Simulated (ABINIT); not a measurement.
## Completion of the band sum in GW: CdS (Greenockite)

Aim: few bands, with and without a completion of the sum over empty states, for CdS (Greenockite).

Calculated with ABINIT 10.8.3; PBE and many-body steps on it, plane waves.

The database entry behind the starting cell differs from other determinations of this structure, so it need not match the best structure at room temperature.

**1. The system as given**

Symmetry: P6_3mc, No. 186, hexagonal system. Conventional cell: a = 4.150 Å, b = 4.150 Å, c = 6.737 Å, α = 90.00°, β = 90.00°, γ = 120.00°. Nearest to Cd lie 4 S at 2.53 to 2.54 Å. Nearest to S lie 4 Cd at 2.53 to 2.54 Å. Farther neighbours, and contacts between anions beyond the nearest, are not listed.

The cell and positions come from the Crystallography Open Database and are kept as given unless a step says otherwise.

**2. Empty states on the mesh, 3×3×2 mesh, 181 bands**

This step: ABINIT 10.8.3; DFT, PBE, plane waves, norm-conserving pseudopotentials.

The sums over transitions need many empty states on a uniform mesh; this step solves for them.

Input file run.abi:

```
acell 3*1.0 Angstrom
rprim 
  4.149999999997 0.000000000001 0.000000000000
  -2.074999999999 3.594005425702 0.000000000000
  0.000000000000 0.000000000000 6.737000000000
ntypat 2
znucl 48 16
natom 4
typat 1 1 2 2
xred 
  0.333333333333 0.666666666667 0.000000000000
  0.666666666667 0.333333333333 0.500000000000
  0.333333333333 0.666666666667 0.375000000000
  0.666666666667 0.333333333333 0.875000000000
pp_dirpath "pseudos"
pseudos "Cd.upf, S.upf"
ecut 47
ngkpt 3 3 2
nshiftk 1
shiftk 0 0 0
kptopt 1
chksymbreak 0
iscf -2
irdden 1
istwfk *1
nband 181
nbdbuf 16
tolwfr 1e-09
nstep 60
prtvol 0
indata_prefix "in"
outdata_prefix "out"
tmpdata_prefix "tmp"
```

Run with:

```bash
> OMP_NUM_THREADS=1 mpirun -n 6 abinit run.abi > log
```

What it wrote:

```text
.Version 10.8.3 of ABINIT. v10.8.2 released Aug 2026.

 Symmetries : space group P6_3 m c (#186); Bravais hP (primitive hexag.)
[... echo of the input left out ...]
== DATASET  1 ==================================================================
-   mpi_nproc: 6, omp_nthreads: 1 (-1 if OMP is not activated)

--- !DatasetInfo
iteration_state: {dtset: 1, }
dimensions: {natom: 4, nkpt: 6, mband: 181, nsppol: 1, nspinor: 1, nspden: 1, mpw: 10458, }
cutoff_energies: {ecut:  47.0, pawecutdg:  -1.0, }
[...]
2.51947    2.57102    2.57102    2.57639    2.57684    2.57710    2.57710    2.64755
   2.66986    2.69772    2.69772    2.70129    2.72343    2.72349    2.74127    2.74150
   2.75471    2.76418    2.76424    2.77969    2.78193
 prteigrs : prtvol=0 or 1, do not print more k-points.

== END DATASET(S) ==============================================================
================================================================================

 -outvars: echo values of variables after computation  --------
            nband         181
             nkpt           6
          spgroup         186
 [... the other variables as echoed above ...]

 Calculation completed.
```

Wall time 3.4 min (6 MPI ranks of Arm Neoverse N1, shared host); peak memory 0.78 GiB; 20 min of CPU time.

Read from the output:

```
gap                                                           : 1.175 eV
k of the valence top                                          : 0, 0, 0
k of the conduction bottom                                    : 0, 0, 0
least direct gap                                              : 1.175 eV
k points computed                                             : 6
lowest point of the top converged band, above the valence top : 65.1593 eV
```

On this mesh the gap is 1.175 eV.

The density comes from a self-consistent run that is not shown.

**3. Screening, 3×3×2 mesh, 165 bands, screening to 152.4 eV**

The RPA dielectric matrix is built and inverted for each q.

This step: RPA screening on PBE, plane waves, norm-conserving pseudopotentials.

run.abi: that of step 2 with these lines changed.

```diff
@@ -22,10 +22,11 @@
 chksymbreak 0
-iscf -2
-irdden 1
 istwfk *1
-nband 181
-nbdbuf 16
-tolwfr 1e-09
-nstep 60
-prtvol 0
+occopt 1
+irdwfk 1
+optdriver 3
+nband 165
+ecuteps 5.6
+inclvkb 2
+awtr 1
+symchi 1
 indata_prefix "in"
```

Run with:

```bash
> OMP_NUM_THREADS=1 mpirun -n 8 abinit run.abi > log
```

What it wrote:

```text
.Version 10.8.3 of ABINIT. v10.8.2 released Aug 2026.

 Symmetries : space group P6_3 m c (#186); Bravais hP (primitive hexag.)
[... echo of the input left out ...]
== DATASET  1 ==================================================================
-   mpi_nproc: 8, omp_nthreads: 1 (-1 if OMP is not activated)

--- !DatasetInfo
iteration_state: {dtset: 1, }
dimensions: {natom: 4, nkpt: 6, mband: 165, nsppol: 1, nspinor: 1, nspden: 1, mpw: 10458, }
cutoff_energies: {ecut:  47.0, pawecutdg:  -1.0, }
electrons: {nelect:   5.20000000E+01, charge:   0.00000000E+00, occopt:   1.00000000E+00, tsmear:   1.00000000E-02, }

 SCREENING: Calculation of the susceptibility and dielectric matrices

 Based on a program developped by R.W. Godby, V. Olevano, G. Onida, and L. Reining.
 Incorporated in ABINIT by V. Olevano, G.-M. Rignanese, and M. Torrent.
.Using double precision arithmetic ; gwpc =  8

[... cell and pseudopotentials left out ...]
--------------------------------------------------------------------------------

 ==== K-mesh for the wavefunctions ====
 Number of points in the irreducible wedge :     6
[... list of points left out ...]
 Together with 12 symmetry operations and time-reversal symmetry
 yields    18 points in the full Brillouin Zone.

 ==== Q-mesh for the screening function ====
 Number of points in the irreducible wedge :     6
[... list of points left out ...]
 Together with 12 symmetry operations and time-reversal symmetry
 yields    18 points in the full Brillouin Zone.

 setmesh: FFT mesh size selected  =    30x   30x   54
          total number of points  =        48600

 vcoul_init : cutoff-mode = AUXILIARY_FUNCTION
 q-points for optical limit:   1
     1)      0.000010    0.000020    0.000030

- screening: taking advantage of time-reversal symmetry
- Maximum band index for partially occupied states nbvw = 26
- Remaining bands to be divided among processors   nbcw = 139
- Number of bands treated by each node ~17

 Number of electrons calculated from density =   52.0000; Expected =   52.0000
 average of density, n =  0.076686
 r_s =    1.4602
 omega_plasma =   26.7124 [eV]

 calculating chi0 at frequencies [eV] :
  1    0.000000E+00    0.000000E+00
  2    0.000000E+00    2.671236E+01

--------------------------------------------------------------------------------
  q-point number  1        q = ( 0.000000, 0.000000, 0.000000) [r.l.u.]
--------------------------------------------------------------------------------
[... chi0 elements left out ...]
 For q-point:  0.000010 0.000020 0.000030
  dielectric constant =  13.9120
  dielectric constant without local fields =  14.7243

  Average fulfillment of the sum rule on Im[epsilon] for q-point    1 :     59.73  [%]
[... wings left out ...]
  q-point number  2        q = ( 0.333333, 0.000000, 0.000000) [r.l.u.]
--------------------------------------------------------------------------------
[... chi0 elements left out ...]
  Average fulfillment of the sum rule on Im[epsilon] for q-point    2 :     64.46  [%]

 [... 4 further q-points ...]
```

Run time: 2.6 min. Hardware: 8 MPI ranks; peak memory 2.9 GiB.

This step gave:

```yaml
eps_infinity_with_local_fields_on_this_mesh: 13.91
eps_infinity_without_local_fields_on_this_mesh: 14.72
plasma_frequency: 26.71 eV
plane_waves_in_the_screening_matrix: 403
```

Local fields lower ε∞ by 6 %. On a Γ-centred mesh this coarse the value itself is usually too large, while a short band sum pulls it down.

**4. 165 bands**

The self-energy is evaluated for the states that the input lists, and the quasiparticle equation is solved.

This step: G0W0 on PBE, plane waves, norm-conserving pseudopotentials.

run.abi: that of step 3 with these lines changed.

```diff
@@ -25,8 +25,15 @@
 irdwfk 1
-optdriver 3
+optdriver 4
 nband 165
+gwcalctyp 0
+ecutsigx 47
+symsigma 1
+nkptgw 1
+kptgw 
+  0.0000000000 0.0000000000 0.0000000000
+bdgw 
+  25 28
 ecuteps 5.6
-inclvkb 2
-awtr 1
-symchi 1
+irdscr 1
+ppmodel 1
 indata_prefix "in"
```

What it wrote:

```text
.Version 10.8.3 of ABINIT. v10.8.2 released Aug 2026.

 Symmetries : space group P6_3 m c (#186); Bravais hP (primitive hexag.)
[... echo of the input left out ...]
== DATASET  1 ==================================================================
-   mpi_nproc: 8, omp_nthreads: 1 (-1 if OMP is not activated)

--- !DatasetInfo
iteration_state: {dtset: 1, }
dimensions: {natom: 4, nkpt: 6, mband: 165, nsppol: 1, nspinor: 1, nspden: 1, mpw: 10458, }
cutoff_energies: {ecut:  47.0, pawecutdg:  -1.0, }
electrons: {nelect:   5.20000000E+01, charge:   0.00000000E+00, occopt:   1.00000000E+00, tsmear:   1.00000000E-02, }

 SIGMA: Calculation of the GW corrections

 Based on a program developped by R.W. Godby, V. Olevano, G. Onida, and L. Reining.
 Incorporated in ABINIT by V. Olevano, G.-M. Rignanese, and M. Torrent.
.Using double precision arithmetic ; gwpc =  8

[... cell and pseudopotentials left out ...]
--------------------------------------------------------------------------------

 ==== K-mesh for the wavefunctions ====
 Number of points in the irreducible wedge :     6
[... list of points left out ...]
 Together with 12 symmetry operations and time-reversal symmetry
 yields    18 points in the full Brillouin Zone.

 ==== Q-mesh for screening function ====
 Number of points in the irreducible wedge :     6
[... list of points left out ...]
 Together with 12 symmetry operations and time-reversal symmetry
 yields    18 points in the full Brillouin Zone.

 vcoul_init : cutoff-mode = AUXILIARY_FUNCTION
 q-points for optical limit:   1
     1)      0.000010    0.000020    0.000030
 setmesh: FFT mesh size selected  =    45x   45x   80
          total number of points  =       162000

 Number of electrons calculated from density =   52.0000; Expected =   52.0000
 average of density, n =  0.076686
 r_s =    1.4602
 omega_plasma =   26.7124 [eV]

 === KS Band Gaps ===
  >>>> For spin  1
   Minimum direct gap =   1.1750 [eV], located at k-point      :   0.0000  0.0000  0.0000
   Fundamental gap    =   1.1750 [eV], Top of valence bands at :   0.0000  0.0000  0.0000
                                       Bottom of conduction at :   0.0000  0.0000  0.0000
 SIGMA fundamental parameters:
 PLASMON POLE MODEL  1
 number of plane-waves for SigmaX                10383
 number of plane-waves for SigmaC and W            403
 number of plane-waves for wavefunctions         10383
 number of bands                                   165
 number of independent spin polarizations            1
 number of spinorial components                      1
 number of k-points in IBZ                           6
 number of q-points in IBZ                           6
 number of symmetry operations                      12
 number of k-points in BZ                           18
 number of q-points in BZ                           18
 number of frequencies for dSigma/dE                 9
 frequency step for dSigma/dE [eV]                0.25
 number of omega for Sigma on real axis              0
 max omega for Sigma on real axis  [eV]           0.00
 zcut for avoiding poles [eV]                     0.10

 EPSILON^-1 parameters (SCR file):
 dimension of the eps^-1 matrix on file            403
 dimension of the eps^-1 matrix used               403
 number of plane-waves for wavefunctions         10383
 number of bands                                   165
 number of q-points in IBZ                           6
 number of frequencies                               2
 number of real frequencies                          1
 number of imag frequencies                          1

 matrix elements of self-energy operator (all in [eV])

 Perturbative Calculation

--- !SelfEnergy_ee
iteration_state: {dtset: 1, }
kpoint     : [   0.000,    0.000,    0.000, ]
spin       : 1
KS_gap     :    1.175
QP_gap     :    2.006
Delta_QP_KS:    0.831
data: !SigmaeeData |
     Band     E0 <VxcDFT>   SigX SigC(E0)      Z dSigC/dE  Sig(E)    E-E0       E
       25   4.259 -15.271 -18.229   2.336   0.778  -0.285 -15.754  -0.484   3.775
       26   4.259 -15.271 -18.229   2.336   0.778  -0.285 -15.754  -0.484   3.775
       27   5.434 -10.670  -6.577  -3.665   0.812  -0.231 -10.323   0.347   5.781
       28   7.023 -11.014  -6.546  -3.890   0.814  -0.228 -10.544   0.470   7.493

== END DATASET(S) ==============================================================
================================================================================

 -outvars: echo values of variables after computation  --------
           etotal      0.0000000000E+00
            nband         165
             nkpt           6
          spgroup         186
 [... the other variables as echoed above ...]

 Calculation completed.
```

Wall time 16 s (8 MPI ranks); peak memory 2.1 GiB.

Numbers from this step:

- G0W0 gap on the mesh: 2.006 eV
- starting gap on the mesh: 1.175 eV
- k of the valence top: 0, 0, 0
- k of the conduction bottom: 0, 0, 0
- Z at the valence top: 0.778
- Z at the conduction bottom: 0.812
- least direct G0W0 gap on the computed points: 2.006 eV

The gap on the mesh goes from 1.18 eV to 2.01 eV, a correction of +0.83 eV.

**5. Screening, 3×3×2 mesh, 38 bands, screening to 152.4 eV**

This step: RPA screening on PBE, plane waves, norm-conserving pseudopotentials.

run.abi: that of step 4 with these lines changed.

```diff
@@ -25,15 +25,8 @@
 irdwfk 1
-optdriver 4
-nband 165
-gwcalctyp 0
-ecutsigx 47
-symsigma 1
-nkptgw 1
-kptgw 
-  0.0000000000 0.0000000000 0.0000000000
-bdgw 
-  25 28
+optdriver 3
+nband 38
 ecuteps 5.6
-irdscr 1
-ppmodel 1
+inclvkb 2
+awtr 1
+symchi 1
 indata_prefix "in"
```

What it wrote:

```text
.Version 10.8.3 of ABINIT. v10.8.2 released Aug 2026.

 Symmetries : space group P6_3 m c (#186); Bravais hP (primitive hexag.)
[... echo of the input left out ...]
== DATASET  1 ==================================================================
-   mpi_nproc: 8, omp_nthreads: 1 (-1 if OMP is not activated)

--- !DatasetInfo
iteration_state: {dtset: 1, }
dimensions: {natom: 4, nkpt: 6, mband: 38, nsppol: 1, nspinor: 1, nspden: 1, mpw: 10458, }
cutoff_energies: {ecut:  47.0, pawecutdg:  -1.0, }
electrons: {nelect:   5.20000000E+01, charge:   0.00000000E+00, occopt:   1.00000000E+00, tsmear:   1.00000000E-02, }

 SCREENING: Calculation of the susceptibility and dielectric matrices

 Based on a program developped by R.W. Godby, V. Olevano, G. Onida, and L. Reining.
 Incorporated in ABINIT by V. Olevano, G.-M. Rignanese, and M. Torrent.
.Using double precision arithmetic ; gwpc =  8

[... cell and pseudopotentials left out ...]
--------------------------------------------------------------------------------

 ==== K-mesh for the wavefunctions ====
 Number of points in the irreducible wedge :     6
[... list of points left out ...]
 Together with 12 symmetry operations and time-reversal symmetry
 yields    18 points in the full Brillouin Zone.

 ==== Q-mesh for the screening function ====
 Number of points in the irreducible wedge :     6
[... list of points left out ...]
 Together with 12 symmetry operations and time-reversal symmetry
 yields    18 points in the full Brillouin Zone.

 setmesh: FFT mesh size selected  =    30x   30x   54
          total number of points  =        48600

 vcoul_init : cutoff-mode = AUXILIARY_FUNCTION
 q-points for optical limit:   1
     1)      0.000010    0.000020    0.000030

- screening: taking advantage of time-reversal symmetry
- Maximum band index for partially occupied states nbvw = 26
- Remaining bands to be divided among processors   nbcw = 12
- Number of bands treated by each node ~1

 Number of electrons calculated from density =   52.0000; Expected =   52.0000
 average of density, n =  0.076686
 r_s =    1.4602
 omega_plasma =   26.7124 [eV]

 calculating chi0 at frequencies [eV] :
  1    0.000000E+00    0.000000E+00
  2    0.000000E+00    2.671236E+01

--------------------------------------------------------------------------------
  q-point number  1        q = ( 0.000000, 0.000000, 0.000000) [r.l.u.]
--------------------------------------------------------------------------------
[... chi0 elements left out ...]
 For q-point:  0.000010 0.000020 0.000030
  dielectric constant =  13.5935
  dielectric constant without local fields =  14.4577

  Average fulfillment of the sum rule on Im[epsilon] for q-point    1 :     13.34  [%]
[... wings left out ...]
  q-point number  2        q = ( 0.333333, 0.000000, 0.000000) [r.l.u.]
--------------------------------------------------------------------------------
[... chi0 elements left out ...]
  Average fulfillment of the sum rule on Im[epsilon] for q-point    2 :     18.61  [%]

 [... 4 further q-points ...]
```

It took 27 s on 8 MPI ranks; peak memory 2 GiB; 3.6 min of CPU time.

Read from the output:

```
ε∞ with local fields, on this mesh    : 13.59
ε∞ without local fields, on this mesh : 14.46
plasma frequency                      : 26.71 eV
plane waves in the screening matrix   : 403
```

**6. 38 bands**

This step: G0W0 on PBE, plane waves, norm-conserving pseudopotentials.

run.abi: that of step 5 with these lines changed.

```diff
@@ -25,8 +25,15 @@
 irdwfk 1
-optdriver 3
+optdriver 4
 nband 38
+gwcalctyp 0
+ecutsigx 47
+symsigma 1
+nkptgw 1
+kptgw 
+  0.0000000000 0.0000000000 0.0000000000
+bdgw 
+  25 28
 ecuteps 5.6
-inclvkb 2
-awtr 1
-symchi 1
+irdscr 1
+ppmodel 1
 indata_prefix "in"
```

What it wrote:

```text
.Version 10.8.3 of ABINIT. v10.8.2 released Aug 2026.

 Symmetries : space group P6_3 m c (#186); Bravais hP (primitive hexag.)
[... echo of the input left out ...]
== DATASET  1 ==================================================================
-   mpi_nproc: 8, omp_nthreads: 1 (-1 if OMP is not activated)

--- !DatasetInfo
iteration_state: {dtset: 1, }
dimensions: {natom: 4, nkpt: 6, mband: 38, nsppol: 1, nspinor: 1, nspden: 1, mpw: 10458, }
cutoff_energies: {ecut:  47.0, pawecutdg:  -1.0, }
electrons: {nelect:   5.20000000E+01, charge:   0.00000000E+00, occopt:   1.00000000E+00, tsmear:   1.00000000E-02, }

 SIGMA: Calculation of the GW corrections

 Based on a program developped by R.W. Godby, V. Olevano, G. Onida, and L. Reining.
 Incorporated in ABINIT by V. Olevano, G.-M. Rignanese, and M. Torrent.
.Using double precision arithmetic ; gwpc =  8

[... cell and pseudopotentials left out ...]
--------------------------------------------------------------------------------

 ==== K-mesh for the wavefunctions ====
 Number of points in the irreducible wedge :     6
[... list of points left out ...]
 Together with 12 symmetry operations and time-reversal symmetry
 yields    18 points in the full Brillouin Zone.

 ==== Q-mesh for screening function ====
 Number of points in the irreducible wedge :     6
[... list of points left out ...]
 Together with 12 symmetry operations and time-reversal symmetry
 yields    18 points in the full Brillouin Zone.

 vcoul_init : cutoff-mode = AUXILIARY_FUNCTION
 q-points for optical limit:   1
     1)      0.000010    0.000020    0.000030
 setmesh: FFT mesh size selected  =    45x   45x   80
          total number of points  =       162000

 Number of electrons calculated from density =   52.0000; Expected =   52.0000
[...]
number of k-points in IBZ                           6
 number of q-points in IBZ                           6
 number of symmetry operations                      12
 number of k-points in BZ                           18
 number of q-points in BZ                           18
 number of frequencies for dSigma/dE                 9
 frequency step for dSigma/dE [eV]                0.25
 number of omega for Sigma on real axis              0
 max omega for Sigma on real axis  [eV]           0.00
 zcut for avoiding poles [eV]                     0.10

 EPSILON^-1 parameters (SCR file):
 dimension of the eps^-1 matrix on file            403
 dimension of the eps^-1 matrix used               403
 number of plane-waves for wavefunctions         10383
 number of bands                                    38
 number of q-points in IBZ                           6
 number of frequencies                               2
 number of real frequencies                          1
 number of imag frequencies                          1

 matrix elements of self-energy operator (all in [eV])

 Perturbative Calculation

--- !SelfEnergy_ee
iteration_state: {dtset: 1, }
kpoint     : [   0.000,    0.000,    0.000, ]
spin       : 1
KS_gap     :    1.175
QP_gap     :    2.235
Delta_QP_KS:    1.060
data: !SigmaeeData |
     Band     E0 <VxcDFT>   SigX SigC(E0)      Z dSigC/dE  Sig(E)    E-E0       E
       25   4.259 -15.271 -18.229   3.399   0.778  -0.285 -14.928   0.343   4.602
       26   4.259 -15.271 -18.229   3.399   0.778  -0.285 -14.928   0.343   4.602
       27   5.434 -10.670  -6.577  -2.370   0.815  -0.228  -9.267   1.403   6.837
       28   7.023 -11.014  -6.546  -2.421   0.817  -0.225  -9.343   1.671   8.694

== END DATASET(S) ==============================================================
================================================================================

 -outvars: echo values of variables after computation  --------
           etotal      0.0000000000E+00
            nband          38
             nkpt           6
          spgroup         186
 [... the other variables as echoed above ...]

 Calculation completed.
```

Run time: 9.9 s. Hardware: 8 MPI ranks; peak memory 1.8 GiB; 78 s of CPU time.

Numbers from this step:

```yaml
g0w0_gap_on_the_mesh: 2.235 eV
starting_gap_on_the_mesh: 1.175 eV
k_of_the_valence_top: 0, 0, 0
k_of_the_conduction_bottom: 0, 0, 0
z_at_the_valence_top: 0.778
z_at_the_conduction_bottom: 0.815
least_direct_g0w0_gap_on_the_computed_points: 2.235 eV
```

Against G0W0 in ABINIT (3×3×2 mesh, 165 bands, screening to 152.4 eV, Godby-Needs plasmon pole), the gap moves by +0.229 eV.

(Part 1 of 2 ends here.)

[Long decimals in the printed logs are rounded to 6 places.]

[Logs are printed without paths, hosts, clocks, repeated set-up lines and the standing remarks that a program may print on its own settings, such as how far it seeks lower states.]

[Paths, hosts, dates, memory and timing lines, banners, echoed tables and standing remarks are left out of the program output; an Ansatz launch command may be rebuilt from the run's recorded settings. Measured values are a selection of at most five: reports struck by readers or far from the other reports are left out. None is set beside runs whose start may be inverted or whose files or cutoffs have a known fault.]

[Runs of the session that timed out or met a known fault of the program may be left out.]

[Hosts, paths, dates, database ids (printed as entryN), source tags and the programs' standing remarks are cut or masked in the printed files.]

[G0W0 gaps are taken among the corrected bands and points alone; a level outside them can change the order at an edge.]

[Where Ansatz stands beside ABINIT at settings called matched, ABINIT's density can come from a denser mesh and the files from another edition; pairs whose starting gaps differed by over 0.03 eV were left out, so agreement reads better than it is.]
